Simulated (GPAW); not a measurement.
# CN in line between two Os chains: transmission at several levels

Wanted: the zero-bias transmission of CN in line between two Os chains on a ladder of levels, with run times.

Program: GPAW 26.7.0. Level of theory: GPAW LCAO, PAW setups; Landauer transmission from Green's functions with principal layers (ASE), zero bias. Results are calculated unless marked as measured.

### Step 1. Set-up

The cell holds 16 atoms: 14 Os, 1 C and 1 N. Cell: a = 9.000 Å, b = 9.000 Å, c = 34.293 Å, α = 90.0°, β = 90.0°, γ = 90.0°. Regions: left lead, 7 atoms (7 Os); channel, 2 atoms (1 C and 1 N); right lead, 7 atoms (7 Os). Vacuum lies along a and b. The structure is stacked along c, and the current runs across the ab planes.

### Step 2. Double-zeta polarised basis

Localised orbitals split the wire into layers that couple to their neighbours alone, which is what the Green's function method needs; double zeta with polarisation is the usual level for numbers.

run.py reads:

```python
import json
import numpy as np
from ase import Atoms
from ase.transport.calculators import TransportCalculator
from gpaw import GPAW, FermiDirac
from gpaw.lcao.tools import get_lcao_hamiltonian
from scipy.linalg import eigh

# The junction with lead layers at both ends, along the third cell vector
device = Atoms(
    ['Os', 'Os', 'Os', 'Os', 'Os', 'Os', 'Os', 'C', 'N', 'Os', 'Os', 'Os', 'Os', 'Os', 'Os', 'Os'],
    positions=[
        [4.50000, 4.50000, 1.14000],
        [4.50000, 4.50000, 3.42000],
        [4.50000, 4.50000, 5.70000],
        [4.50000, 4.50000, 7.98000],
        [4.50000, 4.50000, 10.26000],
        [4.50000, 4.50000, 12.54000],
        [4.50000, 4.50000, 14.82000],
        [4.50000, 4.50000, 16.56850],
        [4.50000, 4.50000, 17.74850],
        [4.50000, 4.50000, 19.47290],
        [4.50000, 4.50000, 21.75290],
        [4.50000, 4.50000, 24.03290],
        [4.50000, 4.50000, 26.31290],
        [4.50000, 4.50000, 28.59290],
        [4.50000, 4.50000, 30.87290],
        [4.50000, 4.50000, 33.15290]],
    cell=[[9.0, 0.0, 0.0], [0.0, 9.0, 0.0], [0.0, 0.0, 34.2929]],
    pbc=True)

# One principal layer of the lead: the first 5 atoms of the device
lead = Atoms(
    ['Os', 'Os', 'Os', 'Os', 'Os'],
    positions=[
        [4.50000, 4.50000, 1.14000],
        [4.50000, 4.50000, 3.42000],
        [4.50000, 4.50000, 5.70000],
        [4.50000, 4.50000, 7.98000],
        [4.50000, 4.50000, 10.26000]],
    cell=[[9.0, 0.0, 0.0], [0.0, 9.0, 0.0], [0.0, 0.0, 11.4]],
    pbc=True)

settings = dict(mode='lcao', basis='dzp', xc='PBE', h=0.18,
                occupations=FermiDirac(0.1), maxiter=250,
                mixer=dict(beta=0.1, nmaxold=8, weight=100.0),
                convergence=dict(density=0.0001))
energies = np.arange(-2, 2 + 1e-9, 0.05)
eta = 0.0001
n1, n2 = 1, 1
# k and -k transmit alike, so half of the mesh across the current serves
mesh = [(i, j) for i in range(n1) for j in range(n2) if (i, j) <= (-i % n1, -j % n2)]
weights = np.array([1 if (i, j) == (-i % n1, -j % n2) else 2 for i, j in mesh]) / (n1 * n2)

# [... helper functions left out ...]
fermi_lead = ground_state(lead, (1, 1, 10), 'lead.txt')
fermi_device = ground_state(device, (1, 1, 3), 'device.txt')
# [... loop over the mesh left out, but for ...]
        # Shift the lead onto the potential of the device's first layer
        shift = ((H[:, 0, 0] - H0[:, 0, 0]) / S0[0, 0]).real.mean()
# [...]
kT = 8.617333e-5 * 300
bias = [0.1, 0.2, 0.5, 1.0, 1.5, 2.0]
# [... integrals and printing left out ...]
```

Run with:

```console
> OMP_NUM_THREADS=1 OPENBLAS_NUM_THREADS=1 python run.py
```

Output:

```text
basis functions: device 404, principal layer 135
Fermi level: lead -3.4537 eV, device -3.5065 eV; lead shifted by -0.0032 eV
largest coupling past the next layer 1.09e-06 eV, largest misfit of the first layer 0.150 eV
  E-E_F (eV)   T (one spin)  [channel counts left out]
    -2.000    1.8116e+00
    -1.950    1.8216e+00
    -1.900    1.8304e+00
    -1.850    1.8382e+00
    -1.800    1.8450e+00
    -1.750    1.8510e+00
    -1.700    1.8562e+00
    -1.650    1.8607e+00
    -1.600    1.8647e+00
    -1.550    1.8681e+00
    -1.500    1.8711e+00
    -1.450    1.8737e+00
    -1.400    1.8760e+00
    -1.350    1.8782e+00
    -1.300    1.8802e+00
    -1.250    1.8822e+00
[...]
1.650    1.8167e+00
     1.700    1.8141e+00
     1.750    1.8116e+00
     1.800    1.8096e+00
     1.850    1.8081e+00
     1.900    1.8074e+00
     1.950    1.8077e+00
     2.000    1.8093e+00
conductance at 300 K: 1.9627 G0 a cell; thermopower -0.01636 uV/K
current from the zero-bias T(E) at 0.1 V: 15.206 uA
current from the zero-bias T(E) at 0.2 V: 30.406 uA
current from the zero-bias T(E) at 0.5 V: 75.922 uA
current from the zero-bias T(E) at 1.0 V: 151.24 uA
current from the zero-bias T(E) at 1.5 V: 225.61 uA
current from the zero-bias T(E) at 2.0 V: 299.01 uA
```

Elapsed: 4.6 min, on 1 thread of Arm Neoverse V1, shared host; peak memory 2 GiB.

This step gave:

```yaml
conductance: 1.963 G₀
largest_coupling_past_the_next_principal_layer: 1.09e-6 eV
largest_misfit_of_the_first_principal_layer: 0.1503 eV
shift_that_aligns_the_lead: -0.003178 eV
basis_functions_of_the_junction: 404
basis_functions_of_a_principal_layer: 135
transmission_at_the_fermi_level_one_spin: 1.963
```

One spin. Table of transmission, zone mean by energy, zero at the Fermi level:

```
energy (eV)  transmission, zone mean
     -2.000                     1.81
     -1.800                     1.85
     -1.600                     1.86
     -1.400                     1.88
     -1.200                     1.88
     -1.000                     1.89
     -0.800                     1.91
     -0.600                     1.92
     -0.400                     1.94
     -0.200                     1.96
      0.000                     1.96
      0.200                     1.96
      0.400                     1.94
      0.600                     1.92
      0.800                     1.90
      1.000                     1.87
      1.200                     1.85
      1.400                     1.83
      1.600                     1.82
      1.800                     1.81
      2.000                     1.81
```

Not self-consistent under bias; the bias window is split evenly. The current through one cell, from the zero-bias transmission by bias:

```
bias (V)  current through one cell, from the zero-bias transmission (μA)
   0.100                                                            15.2
   0.200                                                            30.4
   0.500                                                            75.9
   1.000                                                             151
   1.500                                                             226
   2.000                                                             299
```

The transmission of the three most open eigenchannels by energy, zero at the Fermi level:

```
energy (eV)  channel 1 = channel 2  channel 3
      -2.00                  0.875     0.0608
      -1.90                  0.884     0.0626
      -1.80                  0.890     0.0645
      -1.70                  0.895     0.0664
      -1.55                  0.899     0.0695
      -1.45                  0.901     0.0717
      -1.35                  0.902     0.0739
      -1.25                  0.903     0.0759
      -1.15                  0.904     0.0776
      -1.05                  0.905     0.0787
      -0.90                  0.909     0.0794
      -0.80                  0.913     0.0793
      -0.70                  0.917     0.0791
      -0.60                  0.921     0.0791
      -0.50                  0.926     0.0792
      -0.40                  0.930     0.0795
      -0.25                  0.936     0.0800
      -0.15                  0.938     0.0803
      -0.05                  0.940     0.0801
       0.00                  0.940     0.0799
       0.05                  0.940     0.0795
       0.15                  0.940     0.0784
       0.25                  0.938     0.0768
       0.40                  0.933     0.0738
       0.50                  0.929     0.0716
       0.60                  0.925     0.0695
       0.70                  0.920     0.0673
       0.80                  0.915     0.0649
       0.90                  0.910     0.0624
       1.05                  0.904     0.0580
       1.15                  0.900     0.0544
       1.25                  0.897     0.0487
       1.35                  0.894     0.0455
       1.45                  0.891     0.0453
       1.55                  0.889     0.0451
       1.70                  0.885     0.0448
       1.80                  0.883     0.0446
       1.90                  0.882     0.0444
       2.00                  0.883     0.0442
```

Couplings past the next layer reach 1.1e-6 eV, small enough to drop; the matrix elements of the cell's first layer differ from the bulk lead's by up to 0.15 eV. That layer keeps its own values in the calculation, and only beyond it is the lead taken as perfect. The Fermi levels of lead and junction count from different zeros of potential, one for each periodic cell; with both set to zero, the small remaining shift is what aligns them. Without spin-orbit coupling, which is large for these atoms, channel counts and T are those of the scalar-relativistic bands. By hand: G = 1.963 × 77.48 μS = 152 μS, a resistance of 6.58 kΩ; at 0.1 V a linear junction would pass 15.2 μA, and the integral over the bias window gives 15.2 μA.

### Step 3. Single-zeta polarised basis

The second zeta is dropped, the polarisation orbitals stay.

run.py: that of step 2 with these lines changed.

```diff
@@ -43,3 +43,3 @@
 
-settings = dict(mode='lcao', basis='dzp', xc='PBE', h=0.18,
+settings = dict(mode='lcao', basis='szp(dzp)', xc='PBE', h=0.18,
                 occupations=FermiDirac(0.1), maxiter=250,
```

Output:

```text
basis functions: device 228, principal layer 75
Fermi level: lead -3.1672 eV, device -3.3004 eV; lead shifted by 0.0045 eV
largest coupling past the next layer 1.09e-06 eV, largest misfit of the first layer 0.165 eV
  E-E_F (eV)   T (one spin)  [channel counts left out]
    -2.000    1.8229e+00
    -1.950    1.8305e+00
    -1.900    1.8371e+00
    -1.850    1.8429e+00
    -1.800    1.8479e+00
    -1.750    1.8523e+00
    -1.700    1.8560e+00
    -1.650    1.8592e+00
    -1.600    1.8620e+00
    -1.550    1.8643e+00
    -1.500    1.8664e+00
    -1.450    1.8681e+00
    -1.400    1.8696e+00
    -1.350    1.8709e+00
    -1.300    1.8722e+00
    -1.250    1.8733e+00
[...]
1.650    1.7531e+00
     1.700    1.7472e+00
     1.750    1.7409e+00
     1.800    1.7342e+00
     1.850    1.7271e+00
     1.900    1.7194e+00
     1.950    1.7105e+00
     2.000    1.6994e+00
conductance at 300 K: 1.943 G0 a cell; thermopower -0.01801 uV/K
current from the zero-bias T(E) at 0.1 V: 15.054 uA
current from the zero-bias T(E) at 0.2 V: 30.102 uA
current from the zero-bias T(E) at 0.5 V: 75.155 uA
current from the zero-bias T(E) at 1.0 V: 149.68 uA
current from the zero-bias T(E) at 1.5 V: 223.17 uA
current from the zero-bias T(E) at 2.0 V: 295.57 uA
```

Run time: 3.2 min. Hardware: 1 thread; peak memory 1.9 GiB.

Numbers from this step:

```yaml
conductance: 1.943 G₀
largest_misfit_of_the_first_principal_layer: 0.1648 eV
shift_that_aligns_the_lead: 0.004453 eV
basis_functions_of_the_junction: 228
basis_functions_of_a_principal_layer: 75
transmission_at_the_fermi_level_one_spin: 1.943
```

One spin. Transmission, zone mean against energy, zero at the Fermi level:

```
energy (eV)  transmission, zone mean
     -2.000                     1.82
     -1.800                     1.85
     -1.600                     1.86
     -1.400                     1.87
     -1.200                     1.87
     -1.000                     1.88
     -0.800                     1.89
     -0.600                     1.91
     -0.400                     1.92
     -0.200                     1.94
      0.000                     1.94
      0.200                     1.94
      0.400                     1.92
      0.600                     1.89
      0.800                     1.86
      1.000                     1.83
      1.200                     1.80
      1.400                     1.78
      1.600                     1.76
      1.800                     1.73
      2.000                     1.70
```

Not self-consistent under bias; the bias window is split evenly. Table of current through one cell, from the zero-bias transmission by bias:

```
bias (V)  current through one cell, from the zero-bias transmission (μA)
   0.100                                                            15.1
   0.200                                                            30.1
   0.500                                                            75.2
   1.000                                                             150
   1.500                                                             223
   2.000                                                             296
```

The transmission of the three most open eigenchannels by energy, zero at the Fermi level:

```
energy (eV)  channel 1 = channel 2  channel 3
      -2.00                  0.883     0.0571
      -1.85                  0.891     0.0602
      -1.70                  0.896     0.0633
      -1.60                  0.898     0.0654
      -1.45                  0.900     0.0686
      -1.30                  0.900     0.0718
      -1.15                  0.901     0.0742
      -1.05                  0.902     0.0752
      -0.90                  0.904     0.0758
      -0.75                  0.909     0.0758
      -0.60                  0.915     0.0758
      -0.50                  0.919     0.0759
      -0.35                  0.925     0.0761
      -0.20                  0.930     0.0762
      -0.05                  0.933     0.0760
       0.00                  0.933     0.0758
       0.05                  0.933     0.0755
       0.20                  0.931     0.0740
       0.35                  0.927     0.0718
       0.50                  0.919     0.0691
       0.60                  0.913     0.0671
       0.75                  0.903     0.0637
       0.90                  0.893     0.0597
       1.05                  0.884     0.0545
       1.15                  0.879     0.0496
       1.30                  0.872     0.0438
       1.45                  0.865     0.0441
       1.60                  0.857     0.0440
       1.70                  0.852     0.0439
       1.85                  0.842     0.0437
       2.00                  0.828     0.0435
```

The conductance, 1.94 G₀, lies 1.0 % below that of the dzp run.

### Step 4. Minimal basis

The minimal basis is the cheapest rung: no second zeta and no polarisation.

run.py: that of step 3 with these lines changed.

```diff
@@ -43,3 +43,3 @@
 
-settings = dict(mode='lcao', basis='szp(dzp)', xc='PBE', h=0.18,
+settings = dict(mode='lcao', basis='sz(dzp)', xc='PBE', h=0.18,
                 occupations=FermiDirac(0.1), maxiter=250,
```

Output:

```text
basis functions: device 176, principal layer 60
Fermi level: lead -3.2016 eV, device -3.3326 eV; lead shifted by 0.0025 eV
largest coupling past the next layer 1.09e-06 eV, largest misfit of the first layer 0.113 eV
  E-E_F (eV)   T (one spin)  [channel counts left out]
    -2.000    1.8208e+00
    -1.950    1.8269e+00
    -1.900    1.8319e+00
[...]
1.950    1.8012e+00
     2.000    1.7924e+00
conductance at 300 K: 1.957 G0 a cell; thermopower -0.07646 uV/K
current from the zero-bias T(E) at 0.1 V: 15.162 uA
current from the zero-bias T(E) at 0.2 V: 30.319 uA
current from the zero-bias T(E) at 0.5 V: 75.723 uA
current from the zero-bias T(E) at 1.0 V: 150.94 uA
current from the zero-bias T(E) at 1.5 V: 225.28 uA
current from the zero-bias T(E) at 2.0 V: 298.58 uA
```

Wall time 2.3 min (1 thread); peak memory 1.9 GiB.

Numbers from this step:

```yaml
conductance: 1.957 G₀
largest_misfit_of_the_first_principal_layer: 0.1129 eV
shift_that_aligns_the_lead: 0.002515 eV
basis_functions_of_the_junction: 176
basis_functions_of_a_principal_layer: 60
transmission_at_the_fermi_level_one_spin: 1.957
```

The conductance, 1.96 G₀, lies 0.3 % below that of the dzp run.

### Step 5. RPBE in the dzp basis: xc = "RPBE"

Back in the dzp basis, the functional changes from PBE to RPBE, to set the spread between functionals beside that between bases.

run.py: that of step 4 with these lines changed.

```diff
@@ -43,3 +43,3 @@
 
-settings = dict(mode='lcao', basis='sz(dzp)', xc='PBE', h=0.18,
+settings = dict(mode='lcao', basis='dzp', xc='RPBE', h=0.18,
                 occupations=FermiDirac(0.1), maxiter=250,
```

Output:

```text
basis functions: device 404, principal layer 135
Fermi level: lead -3.3697 eV, device -3.4201 eV; lead shifted by -0.0057 eV
largest coupling past the next layer 1.14e-06 eV, largest misfit of the first layer 0.159 eV
  E-E_F (eV)   T (one spin)  [channel counts left out]
    -2.000    1.8127e+00
    -1.950    1.8227e+00
    -1.900    1.8316e+00
[...]
1.950    1.8041e+00
     2.000    1.8056e+00
conductance at 300 K: 1.9639 G0 a cell; thermopower -0.01246 uV/K
current from the zero-bias T(E) at 0.1 V: 15.215 uA
current from the zero-bias T(E) at 0.2 V: 30.425 uA
current from the zero-bias T(E) at 0.5 V: 75.966 uA
current from the zero-bias T(E) at 1.0 V: 151.32 uA
current from the zero-bias T(E) at 1.5 V: 225.71 uA
current from the zero-bias T(E) at 2.0 V: 299.1 uA
```

Run time: 4.8 min. Hardware: 1 thread; peak memory 2 GiB.

This step gave:

```yaml
conductance: 1.964 G₀
largest_coupling_past_the_next_principal_layer: 1.14e-6 eV
largest_misfit_of_the_first_principal_layer: 0.1591 eV
shift_that_aligns_the_lead: -0.005732 eV
basis_functions_of_the_junction: 404
basis_functions_of_a_principal_layer: 135
transmission_at_the_fermi_level_one_spin: 1.964
```

The conductance equals that of the dzp run to 0.2 %.

### Step 6. Cost and result by level

Times are for 1 thread of Arm Neoverse V1, shared host. The runs compared:

```
no.       run  conductance (G₀)     time  memory (GiB)
  1       dzp             1.963  4.6 min             2
  2       szp             1.943  3.2 min           1.9
  3        sz             1.957  2.3 min           1.9
  4  dzp RPBE             1.964  4.8 min           2.0
```

### Step 7. Comparison

The curves are compared point by point over the common energies.

This step: comparison of transmission and cost over codes and levels (GPAW 26.7.0).

Ladder, by row:

```
    step  code  T at the Fermi level (sum over the listed spins)  conductance (G0)  r.m.s. T(E) from the first  wall time (s)  peak memory (GiB)  threads
     dzp  GPAW                                             1.963             1.963                           0          277.5                  2        1
     szp  GPAW                                             1.943             1.943                     0.03707          190.9               1.94        1
      sz  GPAW                                             1.957             1.957                     0.01013          137.6               1.87        1
dzp-RPBE  GPAW                                             1.964             1.964                    0.001399          290.1               2.01        1
```

Transmission, zone mean, sum over the listed spins against energy, zero at the Fermi level:

```
energy (eV)   dzp   szp    sz  dzp-RPBE
      -2.00  1.81  1.82  1.82      1.81
      -1.85  1.84  1.84  1.84      1.84
      -1.70  1.86  1.86  1.85      1.86
      -1.50  1.87  1.87  1.85      1.87
      -1.35  1.88  1.87  1.86      1.88
      -1.20  1.88  1.87  1.87      1.88
      -1.05  1.89  1.88  1.87      1.89
      -0.90  1.90  1.88  1.89      1.90
      -0.70  1.91  1.90  1.91      1.92
      -0.55  1.93  1.91  1.92      1.93
      -0.40  1.94  1.92  1.93      1.94
      -0.25  1.95  1.93  1.95      1.96
      -0.10  1.96  1.94  1.95      1.96
       0.00  1.96  1.94  1.96      1.96
       0.10  1.96  1.94  1.96      1.96
       0.25  1.96  1.93  1.96      1.96
       0.40  1.94  1.92  1.95      1.94
       0.55  1.93  1.90  1.93      1.93
       0.70  1.91  1.88  1.92      1.91
       0.90  1.88  1.85  1.89      1.88
       1.05  1.87  1.82  1.87      1.87
       1.20  1.85  1.80  1.85      1.85
       1.35  1.83  1.78  1.84      1.83
       1.50  1.83  1.77  1.83      1.82
       1.70  1.81  1.75  1.82      1.81
       1.85  1.81  1.73  1.81      1.80
       2.00  1.81  1.70  1.79      1.81
```

(Part 1 of 2 ends here.)

[Logs are printed without paths, hosts, clocks, repeated set-up lines and the standing remarks that a program may print on its own settings, such as how far it seeks lower states.]

[Hosts, paths, dates, database ids (printed as entryN), source tags and the programs' standing remarks are cut or masked in the printed files.]
